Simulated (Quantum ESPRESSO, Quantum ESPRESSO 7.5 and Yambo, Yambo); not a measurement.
# Quasiparticle gap of PtS2 (1T monolayer) in Yambo

How does a plane-wave GW calculation on PtS2 (1T monolayer) run from the first input to the gap?

Main program and level: Quantum ESPRESSO 7.5 and Yambo 5.3.0; PBE and many-body steps on it, plane waves.

## Step 1: The structure

The cell holds 3 atoms: 1 Pt and 2 S. Cell: a = 3.574 Å, b = 3.574 Å, c = 15.000 Å, α = 90.0°, β = 90.0°, γ = 120.0°. Vacuum lies along c.

As a file:

```cif
data_structure
_symmetry_space_group_name_H-M 'P 1'
_symmetry_Int_Tables_number 1
_cell_length_a 3.5735
_cell_length_b 3.5735
_cell_length_c 15.0000
_cell_angle_alpha 90.000
_cell_angle_beta 90.000
_cell_angle_gamma 120.000
_cell_volume 165.89
loop_
_atom_site_label
_atom_site_type_symbol
_atom_site_fract_x
_atom_site_fract_y
_atom_site_fract_z
_atom_site_occupancy
Pt1 Pt 0.00000 0.00000 0.50000 1
S2 S 0.33333 0.66667 0.58186 1
S3 S 0.66667 0.33333 0.41814 1
```

The structure was relaxed with PBE. The runs that relaxed it are not among those shown. Spin-orbit coupling is left out unless a step names it.

## Step 2: Ground state

This step: Quantum ESPRESSO 7.5; DFT, PBE, plane waves, norm-conserving pseudopotentials.

The ground-state density comes first.

Contents of pw.in:

```
&control
  calculation = 'scf'
  prefix = 'x'
  outdir = 'o'
  pseudo_dir = 'pseudo'
/
&system
  ibrav = 0
  nat = 3
  ntyp = 2
  ecutwfc = 76.0
  nbnd = 20
  force_symmorphic = .true.
/
&electrons
  conv_thr = 1e-10
  electron_maxstep = 80
  mixing_beta = 0.5
/
ATOMIC_SPECIES
  Pt 195.08 Pt.upf
  S 32.06 S.upf
CELL_PARAMETERS angstrom
  3.5735305101 -0.0000000000 0.0000000000
  -1.7867652550 3.0947682029 0.0000000000
  0.0000000000 0.0000000000 15.0000000000
ATOMIC_POSITIONS crystal
  Pt 0.0000000000 0.0000000000 0.5000000000
  S 0.3333333333 0.6666666667 0.5818569087
  S 0.6666666667 0.3333333333 0.4181430913
K_POINTS automatic
  12 12 1 0 0 0
```

Run with:

```
$ OMP_NUM_THREADS=1 mpirun -n 8 pw.x -nk 8 -in pw.in > pw.out
```

The program printed:

```text
Program PWSCF v.7.5 starts

     This program is part of the open-source Quantum ESPRESSO suite
     for quantum simulation of materials; please cite
         "P. Giannozzi et al., J. Phys.:Condens. Matter 21 395502 (2009);
         "P. Giannozzi et al., J. Phys.:Condens. Matter 29 465901 (2017);
         "P. Giannozzi et al., J. Chem. Phys. 152 154105 (2020);
     in publications or presentations arising from this work. More details at
     Message from routine setup:
     using ibrav=0 with symmetry is DISCOURAGED, use correct ibrav instead

     G-vector sticks info

     bravais-lattice index     =            0
     lattice parameter (alat)  =       6.7530  a.u.
     unit-cell volume          =    1119.4726 (a.u.)^3
     number of atoms/cell      =            3
     number of atomic types    =            2
     number of electrons       =        30.00
     number of Kohn-Sham states=           20
     kinetic-energy cutoff     =      76.0000  Ry
     charge density cutoff     =     304.0000  Ry
     scf convergence threshold =      1.0E-10
     mixing beta               =       0.5000
     number of iterations used =            8  plain     mixing
     Exchange-correlation= PBE
                           (   1   4   3   4   0   0   0)

     celldm(1)=   6.752994  celldm(2)=   0.000000  celldm(3)=   0.000000
     celldm(4)=   0.000000  celldm(5)=   0.000000  celldm(6)=   0.000000

     crystal axes: (cart. coord. in units of alat)
               a(1) = (   1.000000  -0.000000   0.000000 )
               a(2) = (  -0.500000   0.866025   0.000000 )
               a(3) = (   0.000000   0.000000   4.197530 )

     reciprocal axes: (cart. coord. in units 2 pi/alat)
               b(1) = (  1.000000  0.577350 -0.000000 )
               b(2) = (  0.000000  1.154701 -0.000000 )
               b(3) = ( -0.000000 -0.000000  0.238235 )
     Pseudo is Norm-conserving + core correction, Zval = 18.0
     Generated using ONCVPSP code by D. R. Hamann
     Using radial grid of 1374 points,  8 beta functions with:
     Pseudo is Norm-conserving + core correction, Zval =  6.0
     Generated using ONCVPSP code by D. R. Hamann
     Using radial grid of 1146 points,  6 beta functions with:
     Pt               18.00   195.08000     Pt( 1.00)
     S                 6.00    32.06000     S ( 1.00)

     12 Sym. Ops., with inversion, found

   Cartesian axes

     site n.     atom                  positions (alat units)
         1        Pt     tau(   1) = (   0.0000000   0.0000000   2.0987648  )
         2        S      tau(   2) = (  -0.0000000   0.5773503   2.4423616  )
         3        S      tau(   3) = (   0.5000000   0.2886751   1.7551680  )

     number of k points=    19
                       cart. coord. in units 2pi/alat
        k(    1) = (   0.0000000   0.0000000   0.0000000), wk =   0.0138889
        k(    2) = (   0.0000000   0.0962250   0.0000000), wk =   0.0833333
        k(    3) = (   0.0000000   0.1924501   0.0000000), wk =   0.0833333
        k(    4) = (   0.0000000   0.2886751   0.0000000), wk =   0.0833333
        k(    5) = (   0.0000000   0.3849002   0.0000000), wk =   0.0833333
        k(    6) = (   0.0000000   0.4811252   0.0000000), wk =   0.0833333
        k(    7) = (   0.0000000  -0.5773503   0.0000000), wk =   0.0416667
        k(    8) = (   0.0833333   0.1443376   0.0000000), wk =   0.0833333
        k(    9) = (   0.0833333   0.2405626   0.0000000), wk =   0.1666667
        k(   10) = (   0.0833333   0.3367877   0.0000000), wk =   0.1666667
     [... 7 further rows ...]
        k(   18) = (   0.2500000   0.5292377   0.0000000), wk =   0.1666667
        k(   19) = (   0.3333333   0.5773503   0.0000000), wk =   0.0277778

     Dense  grid:   100255 G-vectors     FFT dimensions: (  40,  40, 160)

     Initial potential from superposition of free atoms

     starting charge      29.9998, renormalised to      30.0000
     Starting wfcs are   18 randomized atomic wfcs +    2 random wfcs

     per-process dynamical memory:    73.6 Mb

     Self-consistent Calculation

     iteration #  1     ecut=    76.00 Ry     beta= 0.50

     total energy              =    -305.18150910 Ry
     estimated scf accuracy    <       0.49951251 Ry

     iteration #  2     ecut=    76.00 Ry     beta= 0.50

     total energy              =    -305.29405972 Ry
     estimated scf accuracy    <       0.77686752 Ry

     iteration #  3     ecut=    76.00 Ry     beta= 0.50

     total energy              =    -305.41133732 Ry
     estimated scf accuracy    <       0.00572646 Ry

     iteration #  4     ecut=    76.00 Ry     beta= 0.50

     total energy              =    -305.41226791 Ry
     estimated scf accuracy    <       0.00169075 Ry

     iteration #  5     ecut=    76.00 Ry     beta= 0.50

     total energy              =    -305.41252339 Ry
     estimated scf accuracy    <       0.00001068 Ry

     iteration #  6     ecut=    76.00 Ry     beta= 0.50

     total energy              =    -305.41253206 Ry
     estimated scf accuracy    <       0.00000052 Ry

     iteration #  7     ecut=    76.00 Ry     beta= 0.50

     total energy              =    -305.41253224 Ry
     estimated scf accuracy    <       0.00000008 Ry

     iteration #  8     ecut=    76.00 Ry     beta= 0.50

     total energy              =    -305.41253225 Ry
     estimated scf accuracy    <       0.00000002 Ry

     iteration #  9     ecut=    76.00 Ry     beta= 0.50

     total energy              =    -305.41253226 Ry
     estimated scf accuracy    <          9.0E-10 Ry

     iteration # 10     ecut=    76.00 Ry     beta= 0.50

     total energy              =    -305.41253226 Ry
     estimated scf accuracy    <          1.7E-10 Ry

     iteration # 11     ecut=    76.00 Ry     beta= 0.50

     End of self-consistent calculation

          k = 0.0000 0.0000 0.0000 ( 12619 PWs)   bands (ev):

   -99.5270 -53.6730 -53.6730 -53.5680 -14.8772 -12.6541  -6.4167  -6.4167
    -6.0352  -3.7253  -3.7253  -1.6633  -1.5514  -1.1800  -1.1800   2.3042
     2.3042   4.4767   4.9648   5.4783

          k = 0.0000 0.0962 0.0000 ( 12571 PWs)   bands (ev):

   -99.5270 -53.6743 -53.6733 -53.5678 -14.7917 -12.6754  -6.4046  -6.3626
    -5.9577  -3.8585  -3.7978  -2.0739  -1.4183  -1.1376  -0.9849   1.8855
     2.1884   4.6782   5.1941   5.7633

          k = 0.0000 0.1925 0.0000 ( 12560 PWs)   bands (ev):

   -99.5269 -53.6779 -53.6743 -53.5673 -14.5457 -12.7340  -6.3531  -6.2172
    -5.7404  -4.2973  -3.9446  -2.6018  -1.1482  -1.1168  -0.9172   1.1476
     1.9722   5.1528   5.5708   5.9812

          k = 0.0000 0.2887 0.0000 ( 12528 PWs)   bands (ev):

     [... further k-points ...]

     highest occupied, lowest unoccupied level (ev):    -0.8916    0.8753

!    total energy              =    -305.41253226 Ry
     estimated scf accuracy    <          1.1E-11 Ry

     The total energy is the sum of the following terms:
     one-electron contribution =    -938.54024196 Ry
     hartree contribution      =     468.67556006 Ry
     xc contribution           =     -60.14722001 Ry
     ewald contribution        =     224.59936967 Ry

     convergence has been achieved in  11 iterations

     XML data file, charge density, pseudopotentials, collected wavefunctions

=------------------------------------------------------------------------------=
   JOB DONE.
=------------------------------------------------------------------------------=
```

Run time: 34 s. Hardware: 8 MPI ranks of Arm Neoverse V1, shared host; peak memory 0.97 GiB.

This step gave:

```yaml
total_energy: -4155.3492 eV
gap: 1.767 eV
k_of_the_valence_top: 0.1667, 0.1667, 0
k_of_the_conduction_bottom: 0, 0.25, 0
least_direct_gap: 1.907 eV
```

The gap is indirect, with the least direct gap 0.14 eV higher.

## Step 3: Bands along the symmetry lines

Levels along a band path, at the cheap level, show where the edges lie and whether the meshes to come will hold them.

Contents of pw.in:

```
&control
  calculation = 'bands'
  prefix = 'x'
  outdir = 'o'
  pseudo_dir = 'pseudo'
/
&system
  ibrav = 0
  nat = 3
  ntyp = 2
  ecutwfc = 76.0
  nbnd = 21
  force_symmorphic = .true.
/
&electrons
  conv_thr = 1e-9
  electron_maxstep = 80
  diago_full_acc = .true.
  diago_thr_init = 5e-6
/
ATOMIC_SPECIES
  Pt 195.08 Pt.upf
  S 32.06 S.upf
CELL_PARAMETERS angstrom
  3.5735305101 -0.0000000000 0.0000000000
  -1.7867652550 3.0947682029 0.0000000000
  0.0000000000 0.0000000000 15.0000000000
ATOMIC_POSITIONS crystal
  Pt 0.0000000000 0.0000000000 0.5000000000
  S 0.3333333333 0.6666666667 0.5818569087
  S 0.6666666667 0.3333333333 0.4181430913
K_POINTS crystal
  25
  0.00000000 0.00000000 0.00000000 1
  0.06250000 0.00000000 0.00000000 1
  0.12500000 0.00000000 0.00000000 1
  0.18750000 0.00000000 0.00000000 1
  0.25000000 0.00000000 0.00000000 1
  0.31250000 0.00000000 0.00000000 1
  0.37500000 0.00000000 0.00000000 1
  0.43750000 0.00000000 0.00000000 1
  0.50000000 0.00000000 0.00000000 1
  0.47916667 0.04166667 0.00000000 1
  0.45833333 0.08333333 0.00000000 1
  0.43750000 0.12500000 0.00000000 1
  0.41666666 0.16666666 0.00000000 1
  0.39583333 0.20833333 0.00000000 1
  0.37500000 0.25000000 0.00000000 1
  0.35416666 0.29166666 0.00000000 1
  0.33333333 0.33333333 0.00000000 1
  0.29166666 0.29166666 0.00000000 1
  0.25000000 0.25000000 0.00000000 1
  0.20833333 0.20833333 0.00000000 1
  0.16666666 0.16666666 0.00000000 1
  0.12500000 0.12500000 0.00000000 1
  0.08333333 0.08333333 0.00000000 1
  0.04166667 0.04166667 0.00000000 1
  0.00000000 0.00000000 0.00000000 1
```

The program printed:

```text
[banner, memory and clock lines left out]
Program PWSCF v.7.5 starts

     Atomic positions and unit cell read from directory:
     o/x.save/

     Message from routine setup:
     using ibrav=0 with symmetry is DISCOURAGED, use correct ibrav instead

     G-vector sticks info

     bravais-lattice index     =            0
     lattice parameter (alat)  =       6.7530  a.u.
     unit-cell volume          =    1119.4726 (a.u.)^3
     number of atoms/cell      =            3
     number of atomic types    =            2
     number of electrons       =        30.00
     number of Kohn-Sham states=           21
     kinetic-energy cutoff     =      76.0000  Ry
     charge density cutoff     =     304.0000  Ry
     Exchange-correlation= PBE
                           (   1   4   3   4   0   0   0)

     celldm(1)=   6.752994  celldm(2)=   0.000000  celldm(3)=   0.000000
     celldm(4)=   0.000000  celldm(5)=   0.000000  celldm(6)=   0.000000

     crystal axes: (cart. coord. in units of alat)
               a(1) = (   1.000000  -0.000000   0.000000 )
               a(2) = (  -0.500000   0.866025   0.000000 )
               a(3) = (   0.000000   0.000000   4.197530 )

     reciprocal axes: (cart. coord. in units 2 pi/alat)
               b(1) = (  1.000000  0.577350 -0.000000 )
               b(2) = (  0.000000  1.154701 -0.000000 )
               b(3) = ( -0.000000 -0.000000  0.238235 )
     Pseudo is Norm-conserving + core correction, Zval = 18.0
     Generated using ONCVPSP code by D. R. Hamann
     Using radial grid of 1374 points,  8 beta functions with:
     Pseudo is Norm-conserving + core correction, Zval =  6.0
     Generated using ONCVPSP code by D. R. Hamann
     Using radial grid of 1146 points,  6 beta functions with:
     Pt               18.00   195.08000     Pt( 1.00)
     S                 6.00    32.06000     S ( 1.00)

     12 Sym. Ops., with inversion, found

   Cartesian axes

     site n.     atom                  positions (alat units)
         1        Pt     tau(   1) = (   0.0000000   0.0000000   2.0987648  )
         2        S      tau(   2) = (  -0.0000000   0.5773503   2.4423616  )
         3        S      tau(   3) = (   0.5000000   0.2886751   1.7551680  )

     number of k points=    25
                       cart. coord. in units 2pi/alat
        k(    1) = (   0.0000000   0.0000000   0.0000000), wk =   0.0800000
        k(    2) = (   0.0625000   0.0360844   0.0000000), wk =   0.0800000
        k(    3) = (   0.1250000   0.0721688   0.0000000), wk =   0.0800000
[...]
[... 13 further rows ...]
        k(   24) = (   0.0416667   0.0721688   0.0000000), wk =   0.0800000
        k(   25) = (   0.0000000   0.0000000   0.0000000), wk =   0.0800000

     Dense  grid:   100255 G-vectors     FFT dimensions: (  40,  40, 160)

     The potential is recalculated from file :
     o/x.save/charge-density

     Starting wfcs are   18 randomized atomic wfcs +    3 random wfcs

     Band Structure Calculation

     End of band structure calculation

          k = 0.0000 0.0000 0.0000 ( 12619 PWs)   bands (ev):

   -99.5269 -53.6730 -53.6730 -53.5679 -14.8772 -12.6541  -6.4166  -6.4166
    -6.0351  -3.7253  -3.7252  -1.6633  -1.5514  -1.1800  -1.1800   2.3042
     2.3042   4.4767   4.9648   5.4783   5.8051

          k = 0.0625 0.0361 0.0000 ( 12589 PWs)   bands (ev):

   -99.5269 -53.6737 -53.6731 -53.5678 -14.8289 -12.6662  -6.4102  -6.3859
[...]
2.2358   4.5936   5.1105   5.6432   5.9025

          k = 0.1250 0.0722 0.0000 ( 12568 PWs)   bands (ev):

[...]
2.0775   4.8949   5.3757   5.9942   6.1831

[...]
k = 0.0417 0.0722 0.0000 ( 12589 PWs)   bands (ev):

[...]
2.2061   4.6308   5.1489   5.6994   5.9343

          k = 0.0000 0.0000 0.0000 ( 12619 PWs)   bands (ev):

   -99.5269 -53.6730 -53.6730 -53.5679 -14.8772 -12.6541  -6.4166  -6.4166
    -6.0351  -3.7253  -3.7252  -1.6633  -1.5514  -1.1800  -1.1800   2.3042
     2.3042   4.4767   4.9648   5.4783   5.8051

     XML data file, pseudopotentials, collected wavefunctions
```

Run time: 13 s. Hardware: 8 MPI ranks; peak memory 0.83 GiB; 82 s of CPU time.

Numbers from this step:

```
gap                        : 1.767 eV
k of the valence top       : 0.1667, 0.1667, 0
k of the conduction bottom : 0.25, 0, 0
least direct gap           : 1.907 eV
```

The gap is 1.767 eV, as in the run before at this level.

Electronic bands along the path, in eV, zero at the top of the highest filled band:

```
  point  band 12  band 13  band 14  band 15  band 16  band 17  band 18  band 19
      Γ    -0.77    -0.66    -0.29    -0.29     3.20     3.20     5.37     5.86
halfway    -2.00    -0.42    -0.41    -0.14     1.77     2.76     6.19     6.69
      M    -2.10    -2.02    -1.67    -1.37     2.79     2.98     5.52     6.76
halfway    -2.23    -2.19    -1.09    -0.75     2.30     2.60     6.21     7.82
      K    -2.44    -2.23    -0.71    -0.71     2.15     2.15     6.86     8.97
halfway    -2.05    -0.80    -0.48     0.00     2.10     2.14     6.84     7.06
      Γ    -0.77    -0.66    -0.29    -0.29     3.20     3.20     5.37     5.86
```

## Step 4: Empty states on the mesh, 6×6×1 mesh, 92 bands

The sums over transitions need many empty states on a uniform mesh; this step solves for them.

Contents of pw.in:

```
&control
  calculation = 'nscf'
  prefix = 'x'
  outdir = 'o'
  pseudo_dir = 'pseudo'
/
&system
  ibrav = 0
  nat = 3
  ntyp = 2
  ecutwfc = 76.0
  nbnd = 92
  force_symmorphic = .true.
/
&electrons
  conv_thr = 1e-9
  electron_maxstep = 80
  diago_full_acc = .true.
  diago_thr_init = 5e-6
/
ATOMIC_SPECIES
  Pt 195.08 Pt.upf
  S 32.06 S.upf
CELL_PARAMETERS angstrom
  3.5735305101 -0.0000000000 0.0000000000
  -1.7867652550 3.0947682029 0.0000000000
  0.0000000000 0.0000000000 15.0000000000
ATOMIC_POSITIONS crystal
  Pt 0.0000000000 0.0000000000 0.5000000000
  S 0.3333333333 0.6666666667 0.5818569087
  S 0.6666666667 0.3333333333 0.4181430913
K_POINTS automatic
  6 6 1 0 0 0
```

Run with:

```
$ OMP_NUM_THREADS=1 mpirun -n 8 pw.x -nk 4 -in pw.in > pw.out
```

The program printed:

```text
[banner, memory and clock lines left out]
Program PWSCF v.7.5 starts

     Atomic positions and unit cell read from directory:
     o/x.save/

     Message from routine setup:
     using ibrav=0 with symmetry is DISCOURAGED, use correct ibrav instead

     bravais-lattice index     =            0
     lattice parameter (alat)  =       6.7530  a.u.
     unit-cell volume          =    1119.4726 (a.u.)^3
     number of atoms/cell      =            3
     number of atomic types    =            2
     number of electrons       =        30.00
     number of Kohn-Sham states=           92
     kinetic-energy cutoff     =      76.0000  Ry
     charge density cutoff     =     304.0000  Ry
     Exchange-correlation= PBE
                           (   1   4   3   4   0   0   0)

     celldm(1)=   6.752994  celldm(2)=   0.000000  celldm(3)=   0.000000
     celldm(4)=   0.000000  celldm(5)=   0.000000  celldm(6)=   0.000000

     crystal axes: (cart. coord. in units of alat)
               a(1) = (   1.000000  -0.000000   0.000000 )
               a(2) = (  -0.500000   0.866025   0.000000 )
               a(3) = (   0.000000   0.000000   4.197530 )

     reciprocal axes: (cart. coord. in units 2 pi/alat)
               b(1) = (  1.000000  0.577350 -0.000000 )
               b(2) = (  0.000000  1.154701 -0.000000 )
               b(3) = ( -0.000000 -0.000000  0.238235 )
     Pseudo is Norm-conserving + core correction, Zval = 18.0
     Generated using ONCVPSP code by D. R. Hamann
     Using radial grid of 1374 points,  8 beta functions with:
     Pseudo is Norm-conserving + core correction, Zval =  6.0
     Generated using ONCVPSP code by D. R. Hamann
     Using radial grid of 1146 points,  6 beta functions with:
     Pt               18.00   195.08000     Pt( 1.00)
     S                 6.00    32.06000     S ( 1.00)

     12 Sym. Ops., with inversion, found

   Cartesian axes

     site n.     atom                  positions (alat units)
         1        Pt     tau(   1) = (   0.0000000   0.0000000   2.0987648  )
         2        S      tau(   2) = (  -0.0000000   0.5773503   2.4423616  )
         3        S      tau(   3) = (   0.5000000   0.2886751   1.7551680  )

     number of k points=     7
                       cart. coord. in units 2pi/alat
        k(    1) = (   0.0000000   0.0000000   0.0000000), wk =   0.0555556
        k(    2) = (   0.0000000   0.1924501   0.0000000), wk =   0.3333333
        k(    3) = (   0.0000000   0.3849002   0.0000000), wk =   0.3333333
        k(    4) = (   0.0000000  -0.5773503   0.0000000), wk =   0.1666667
        k(    5) = (   0.1666667   0.2886751   0.0000000), wk =   0.3333333
        k(    6) = (   0.1666667   0.4811252   0.0000000), wk =   0.6666667
        k(    7) = (   0.3333333   0.5773503   0.0000000), wk =   0.1111111

     Dense  grid:   100255 G-vectors     FFT dimensions: (  40,  40, 160)

     The potential is recalculated from file :
     o/x.save/charge-density

     Starting wfcs are   18 randomized atomic wfcs +   74 random wfcs

     Band Structure Calculation

     End of band structure calculation

          k = 0.0000 0.0000 0.0000 ( 12619 PWs)   bands (ev):

   -99.5269 -53.6730 -53.6730 -53.5679 -14.8772 -12.6541  -6.4166  -6.4166
    -6.0351  -3.7253  -3.7253  -1.6633  -1.5514  -1.1800  -1.1800   2.3042
     2.3042   4.4767   4.9648   5.4783   5.8051   7.4457   7.8606   7.8606
[...]
31.9125  31.9125  32.4681  32.8370

          k = 0.0000 0.1925 0.0000 ( 12560 PWs)   bands (ev):

[...]
32.9308  32.9595  33.1729  33.2718

          k = 0.0000 0.3849 0.0000 ( 12540 PWs)   bands (ev):

[...]
29.2747  29.2888  29.5043  29.5060  30.0552  30.8745  31.0773  31.2221
    31.4941  31.9095  32.1594  32.4025  32.5825  32.9871  33.2268  33.6141
    34.0010  34.0715  34.3192  34.7382

          k = 0.0000-0.5774 0.0000 ( 12518 PWs)   bands (ev):

     [... further k-points ...]

     highest occupied, lowest unoccupied level (ev):    -0.8916    1.1476

     XML data file, pseudopotentials, collected wavefunctions
```

Wall time 37 s (8 MPI ranks); peak memory 0.85 GiB; 2.9 min of CPU time.

Numbers from this step:

```yaml
gap: 2.039 eV
k_of_the_valence_top: 0.1667, 0.1667, 0
k_of_the_conduction_bottom: 0, 0.1667, 0
least_direct_gap: 2.065 eV
k_points_computed: 7
lowest_point_of_the_top_converged_band_above_the_valence_top: 33.73 eV
```

On this mesh the gap is 2.039 eV. The earlier step found 1.767 eV, so this mesh misses an edge.

[end of part 1 of 2]

[Paths, hosts, dates, memory and timing lines, banners, echoed tables and standing remarks are left out of the program output.]

[Logs are printed without paths, hosts, clocks, repeated set-up lines and the standing remarks that a program may print on its own settings, such as how far it seeks lower states.]

[Runs of the session that timed out or met a known fault of the program may be left out.]

[Hosts, paths, dates, database ids (printed as entryN), source tags and the programs' standing remarks are cut or masked in the printed files.]
